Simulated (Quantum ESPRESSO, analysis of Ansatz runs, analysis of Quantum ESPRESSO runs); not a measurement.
# Local vibrational mode of interstitial H+ in rutile SnO2 (PBE) (Quantum ESPRESSO), part 2 of 2

Aim: the local vibrational mode of interstitial H+ in rutile SnO2, to be set beside the measurement. Set-up: PBE, PseudoDojo 0.4.1 SR PBE standard, 24-site cell, PBE lattice, k: the single point 1/4 1/4 1/4. The model is a cell of 24 host atoms with 1 H put in. The frequencies come from force constants among the defect atom and its neighbours, with the masses of the isotopes named. Other potentials or another program check that the number doesn't hang on one set of files.

Quantum ESPRESSO 7.5; PBE, PseudoDojo 0.4.1 SR PBE standard, 24-site cell, PBE lattice, k: the single point 1/4 1/4 1/4.

So far: The starting structure; Relaxation, charge +1.

### Step 3. Atom O6 moved by 0.015 A along x

Force constants come from the forces after small displacements. One such run is shown.

This step: Quantum ESPRESSO plane-wave DFT, PBE, PseudoDojo 0.4.1 SR PBE standard potentials; single point of a defect supercell.

Input file pw.in:

```
&CONTROL
  calculation = 'scf'
  prefix = 'pwscf'
  outdir = './tmp'
  pseudo_dir = './pseudo'
  tprnfor = .true.
  disk_io = 'low'
/
&SYSTEM
  ibrav = 0
  nat = 25
  ntyp = 3
  ecutwfc = 84
  nbnd = 108
  occupations = 'smearing'
  smearing = 'fd'
  degauss = 0.00073499
  tot_charge = 1
  nosym = .true.
/
&ELECTRONS
  conv_thr = 1d-10
  electron_maxstep = 100
  mixing_beta = 0.5
/
ATOMIC_SPECIES
Sn   118.7100 Sn.upf
O     15.9990 O.upf
H      1.0080 H.upf
CELL_PARAMETERS angstrom
   4.8333446823    4.8333446823    0.0000000000
  -4.8333446823    4.8333446823    0.0000000000
   0.0000000000    0.0000000000    6.4940892827
ATOMIC_POSITIONS crystal
Sn    -0.0087319751    0.0020884577   -0.0006964697
Sn     0.5034488746    0.5073667591   -0.0079248396
Sn     0.0074437122    0.5082785897    0.2501309878
Sn     0.4868301164   -0.0200738103    0.2502331183
[... 1 atom line left out ...]
O      0.8103498838    0.5124407164    0.0011416907
[... 1 atom line left out ...]
O      0.5485228708    0.2975603058    0.2502531211
[... 1 atom line left out ...]
O      0.6838769282   -0.0131369510    0.0021957655
O     -0.0396132765    0.2002101857    0.2501917499
O      0.4842167760    0.6805530013    0.2501473327
[... 1 atom line left out ...]
Sn     0.5036275715    0.5071782824    0.5082850289
[... 3 atom lines left out ...]
O      0.8087141398    0.5130823692    0.4990543157
[... 3 atom lines left out ...]
O      0.6835981901   -0.0139984090    0.4982017586
[... 2 atom lines left out ...]
H      0.6936713087    0.2757808642    0.2500301845
K_POINTS crystal
1
0.25 0.25 0.25 1.0
```

Run with:

```console
$ OMP_NUM_THREADS=1 pw.x -in pw.in > pw.out
```

The program printed:

```text
[banner, memory and clock lines left out]
          URL

     G-vector sticks info

     bravais-lattice index     =            0
     lattice parameter (alat)  =      12.9170  a.u.
     unit-cell volume          =    2047.5777 (a.u.)^3
     number of atoms/cell      =           25
     number of atomic types    =            3
     number of electrons       =       208.00
     number of Kohn-Sham states=          108
     kinetic-energy cutoff     =      84.0000  Ry
     charge density cutoff     =     336.0000  Ry
     scf convergence threshold =      1.0E-10
     mixing beta               =       0.5000
     number of iterations used =            8  plain     mixing
     Exchange-correlation= PBE
                           (   1   4   3   4   0   0   0)

     celldm(1)=  12.916999  celldm(2)=   0.000000  celldm(3)=   0.000000
     celldm(4)=   0.000000  celldm(5)=   0.000000  celldm(6)=   0.000000

     crystal axes: (cart. coord. in units of alat)
               a(1) = (   0.707107   0.707107   0.000000 )
               a(2) = (  -0.707107   0.707107   0.000000 )
               a(3) = (   0.000000   0.000000   0.950070 )

     reciprocal axes: (cart. coord. in units 2 pi/alat)
               b(1) = (  0.707107  0.707107 -0.000000 )
               b(2) = ( -0.707107  0.707107  0.000000 )
               b(3) = (  0.000000 -0.000000  1.052554 )

     PseudoPot. # 1 for Sn read from file:
     Sn.upf
     Pseudo is Norm-conserving + core correction, Zval = 14.0
     Generated using ONCVPSP code by D. R. Hamann
     Using radial grid of 1628 points,  6 beta functions with:
                l(1) =   0
                l(2) =   0
                l(3) =   1
                l(4) =   1
                l(5) =   2
                l(6) =   2

     PseudoPot. # 2 for O  read from file:
     O.upf
     Pseudo is Norm-conserving + core correction, Zval =  6.0
     Generated using ONCVPSP code by D. R. Hamann
     Using radial grid of  936 points,  5 beta functions with:
                l(1) =   0
                l(2) =   0
                l(3) =   1
                l(4) =   1
                l(5) =   2

     PseudoPot. # 3 for H  read from file:
     H.upf
     Pseudo is Norm-conserving, Zval =  1.0
     Generated using ONCVPSP code by D. R. Hamann
     Using radial grid of 1166 points,  3 beta functions with:
                l(1) =   0
                l(2) =   0
                l(3) =   1

     atomic species   valence    mass     pseudopotential
     Sn               14.00   118.71000     Sn( 1.00)
     O                 6.00    15.99900     O ( 1.00)
     H                 1.00     1.00800     H ( 1.00)

     No symmetry found

   Cartesian axes

     site n.     atom                  positions (alat units)
         1        Sn     tau(   1) = (  -0.0076512  -0.0046977  -0.0006617  )
         2        Sn     tau(   2) = (  -0.0027704   0.7147546  -0.0075292  )
         3        Sn     tau(   3) = (  -0.3541437   0.3646707   0.2376419  )
         4        Sn     tau(   4) = (   0.3584352   0.3300465   0.2377389  )
         5        O      tau(   5) = (   0.1999892   0.2239701   0.0030128  )
         6        O      tau(   6) = (   0.2106536   0.9353542   0.0010847  )
         7        O      tau(   7) = (  -0.5662236   0.5822985   0.2378846  )
         8        O      tau(   8) = (   0.1774573   0.5982712   0.2377579  )
         9        O      tau(   9) = (  -0.2012754   0.4829140   0.0020101  )
        10        O      tau(  10) = (   0.4928632   0.4742848   0.0020861  )
        11        O      tau(  11) = (  -0.1695808   0.1135592   0.2376996  )
        12        O      tau(  12) = (  -0.1388307   0.8236166   0.2376574  )
        13        Sn     tau(  13) = (  -0.0078155  -0.0045778   0.4761705  )
        14        Sn     tau(  14) = (  -0.0025107   0.7147477   0.4829062  )
        15        Sn     tau(  15) = (  -0.3521591   0.3559096   0.7127450  )
        16        Sn     tau(  16) = (   0.3441245   0.3533443   0.7127499  )
        17        O      tau(  17) = (   0.1990604   0.2247266   0.4725109  )
        18        O      tau(  18) = (   0.2090432   0.9346513   0.4741364  )
        19        O      tau(  19) = (  -0.5649565   0.5768685   0.7126416  )
        20        O      tau(  20) = (   0.1429667   0.5823909   0.7128981  )
        21        O      tau(  21) = (  -0.2014424   0.4830865   0.4733263  )
        22        O      tau(  22) = (   0.4932753   0.4734785   0.4733264  )
        23        O      tau(  23) = (  -0.1494723   0.1262279   0.7128146  )
        24        O      tau(  24) = (  -0.1525115   0.8381275   0.7127377  )
        25        H      tau(  25) = (   0.2954932   0.6855062   0.2375461  )

     number of k points=     1  Fermi-Dirac smearing, width (Ry)=  0.0007
                       cart. coord. in units 2pi/alat
        k(    1) = (   0.0000000   0.3535534   0.2631386), wk =   2.0000000

     Dense  grid:   212955 G-vectors     FFT dimensions: (  75,  75,  72)

     Initial potential from superposition of free atoms

     starting charge     208.9876, renormalised to     208.0000
     Starting wfcs are  137 randomized atomic wfcs

     Self-consistent Calculation

     iteration #  1     ecut=    84.00 Ry     beta= 0.50
[...]
ethr =  5.84E-04,  avg # of iterations =  2.0

     total energy              =   -1792.29848354 Ry
     estimated scf accuracy    <       0.07195321 Ry

     iteration #  4     ecut=    84.00 Ry     beta= 0.50
     Davidson diagonalization with overlap
     ethr =  3.46E-05,  avg # of iterations =  9.0

     total energy              =   -1792.32165505 Ry
     estimated scf accuracy    <       0.03707655 Ry

     iteration #  5     ecut=    84.00 Ry     beta= 0.50
     Davidson diagonalization with overlap
     ethr =  1.78E-05,  avg # of iterations =  2.0

     total energy              =   -1792.31976376 Ry
     estimated scf accuracy    <       0.01018747 Ry

     iteration #  6     ecut=    84.00 Ry     beta= 0.50
     Davidson diagonalization with overlap
     ethr =  4.90E-06,  avg # of iterations =  4.0

     total energy              =   -1792.32225064 Ry
     estimated scf accuracy    <       0.00015557 Ry

     iteration #  7     ecut=    84.00 Ry     beta= 0.50
     Davidson diagonalization with overlap
     ethr =  7.48E-08,  avg # of iterations =  5.0

     total energy              =   -1792.32225465 Ry
     estimated scf accuracy    <       0.00035476 Ry

     iteration #  8     ecut=    84.00 Ry     beta= 0.50
     Davidson diagonalization with overlap
     ethr =  7.48E-08,  avg # of iterations =  2.0

     total energy              =   -1792.32225098 Ry
     estimated scf accuracy    <       0.00005875 Ry

     iteration #  9     ecut=    84.00 Ry     beta= 0.50
     Davidson diagonalization with overlap
     ethr =  2.82E-08,  avg # of iterations =  4.0

     total energy              =   -1792.32227333 Ry
     estimated scf accuracy    <       0.00001013 Ry

     iteration # 10     ecut=    84.00 Ry     beta= 0.50
     Davidson diagonalization with overlap
     ethr =  4.87E-09,  avg # of iterations =  2.0

     total energy              =   -1792.32227389 Ry
     estimated scf accuracy    <       0.00000116 Ry

     iteration # 11     ecut=    84.00 Ry     beta= 0.50
     Davidson diagonalization with overlap
     ethr =  5.60E-10,  avg # of iterations =  4.0

     total energy              =   -1792.32227423 Ry
     estimated scf accuracy    <       0.00000004 Ry

     iteration # 12     ecut=    84.00 Ry     beta= 0.50
     Davidson diagonalization with overlap
     ethr =  1.75E-11,  avg # of iterations =  4.0

     total energy              =   -1792.32227424 Ry
     estimated scf accuracy    <       0.00000001 Ry

     iteration # 13     ecut=    84.00 Ry     beta= 0.50
     Davidson diagonalization with overlap
     ethr =  5.05E-12,  avg # of iterations =  4.0

     total energy              =   -1792.32227424 Ry
     estimated scf accuracy    <          2.3E-09 Ry

     iteration # 14     ecut=    84.00 Ry     beta= 0.50
     Davidson diagonalization with overlap
     ethr =  1.10E-12,  avg # of iterations =  2.0

     total energy              =   -1792.32227424 Ry
     estimated scf accuracy    <          6.7E-10 Ry

     iteration # 15     ecut=    84.00 Ry     beta= 0.50
     Davidson diagonalization with overlap
     ethr =  3.22E-13,  avg # of iterations =  4.0

     total energy              =   -1792.32227424 Ry
     estimated scf accuracy    <          3.5E-10 Ry

     iteration # 16     ecut=    84.00 Ry     beta= 0.50
     Davidson diagonalization with overlap
     ethr =  1.68E-13,  avg # of iterations =  2.0

     End of self-consistent calculation

          k = 0.0000 0.3536 0.2631 ( 26613 PWs)   bands (ev):

   -12.1522 -12.0264 -11.8230 -11.7983 -11.7493 -11.6981 -11.6332 -11.5306
   -11.4680 -11.4058 -11.3725 -11.3368 -11.2908 -11.2570 -11.2445 -11.2323
   -11.2253 -11.2081 -11.2003 -11.1857 -11.1680 -11.1601 -11.1415 -11.1230
   -11.0981 -11.0321 -10.9920 -10.9877 -10.9737 -10.9557 -10.9531 -10.9453
   -10.9353 -10.9182 -10.9086 -10.9044 -10.8730 -10.8688 -10.8602 -10.8549
   -10.2687  -9.1384  -8.6559  -8.5305  -8.2582  -8.1067  -8.0530  -7.7735
    -7.6651  -7.3100  -7.1936  -7.0012  -6.6866  -6.6187  -6.5838  -6.5131
     1.3042   1.5644   1.8657   1.9391   2.2959   2.8014   2.8558   3.0093
     4.0546   4.3084   4.4089   4.5120   4.6644   4.7048   5.0739   5.1676
     5.1900   5.2820   5.3410   5.4549   5.6494   5.8680   6.2297   6.3886
     6.5615   6.7569   6.8849   6.9136   7.0602   7.1450   7.2764   7.3778
     7.4003   7.4931   7.5386   7.6574   7.7685   7.8012   7.8796   7.9397
     8.0058   8.1089   8.2534   8.2690   8.2989   8.3514   8.4185   8.5910
    11.4656  13.0516  13.1804  13.5675

     the Fermi energy is    10.4275 ev

!    total energy              =   -1792.32227424 Ry
     estimated scf accuracy    <          1.3E-11 Ry
     smearing contrib. (-TS)   =       0.00000000 Ry
     internal energy E=F+TS    =   -1792.32227424 Ry

     The total energy is F=E-TS. E is the sum of the following terms:
     one-electron contribution =    -496.59919048 Ry
     hartree contribution      =     403.37300067 Ry
     xc contribution           =    -488.20506287 Ry
     ewald contribution        =   -1210.89102156 Ry

     convergence has been achieved in  16 iterations

     Forces acting on atoms (cartesian axes, Ry/au):

     atom    1 type  1   force =    -0.00037510    0.00048325    0.00005711
     atom    2 type  1   force =     0.00135608    0.00111520    0.00004945
     atom    3 type  1   force =     0.00132699    0.00088655    0.00082183
     atom    4 type  1   force =    -0.00018379    0.00028055   -0.00002634
     atom    5 type  2   force =     0.00016977    0.00004400    0.00022215
     atom    6 type  2   force =    -0.00697581   -0.00476991    0.00000068
     atom    7 type  2   force =    -0.00004884    0.00002552    0.00001048
     atom    8 type  2   force =    -0.00013076    0.00023069   -0.00016587
     atom    9 type  2   force =     0.00124599    0.00143529   -0.00013839
     atom   10 type  2   force =     0.00006831   -0.00039724    0.00013064
[...]
atom   21 type  2   force =     0.00019872    0.00021733    0.00016472
     atom   22 type  2   force =    -0.00001577   -0.00025163   -0.00008793
     atom   23 type  2   force =     0.00054892   -0.00054257   -0.00039674
     atom   24 type  2   force =     0.00050822    0.00012710    0.00039697
     atom   25 type  3   force =     0.00020586    0.00004761    0.00000318

     Total force =     0.009445     Total SCF correction =     0.000010
```

Wall time 46 s (1 thread of AMD EPYC 9R45, shared host); peak memory 0.57 GiB.

### Step 4. Local vibrational modes

Analysis of the runs above: force constants by central differences of Quantum ESPRESSO plane-wave DFT, PBE, PseudoDojo 0.4.1 SR PBE standard potentials forces among the atoms nearest to a defect, the others at rest.

The modes with the largest weight on the probed atoms (the light atom of a pair), for the masses of each isotope. Modes of the displaced atoms (local only where they lie over the host's phonons):

```
isotopes  mode (cm⁻¹)  share of the defect atoms
       H         3063                      0.938
       H         1180                      0.969
       H        941.8                       0.92
       D         2233                      0.881
       D        850.6                      0.911
       D        697.7                      0.789
```

### Step 5. Summary of results

| Property | Result |
| --- | --- |
| distance from the defect atom to its nearest neighbour | 1.003 Å |
| O-H stretch, 1H | 3063 cm⁻¹ |
| O-D stretch, 2H | 2233 cm⁻¹ |

What this shows: O-H stretch, 1H: computed 3063 cm⁻¹, measured 3156.1 cm⁻¹; 93 cm⁻¹ (3 %) below the measurement. O-D stretch, 2H: computed 2233 cm⁻¹, measured 2360.4 cm⁻¹; 127 cm⁻¹ (5 %) below the measurement. The computed value is harmonic, while the measured line is the anharmonic fundamental, which for X–H stretches usually lies a few per cent lower. Only the named neighbours move, so modes near the host's band are approximate. Limits: the periodic copies of the defect are only 6.5 Å apart.

[Logs are printed without paths, hosts, clocks, repeated set-up lines and the standing remarks that a program may print on its own settings, such as how far it seeks lower states.]

[Hosts, paths, dates, database ids (printed as entryN), source tags and the programs' standing remarks are cut or masked in the printed files.]

[For some hosts the program warned that the k-mesh of the response run may be too coarse for force constants and the static dielectric constant; such warnings are not shown here.]
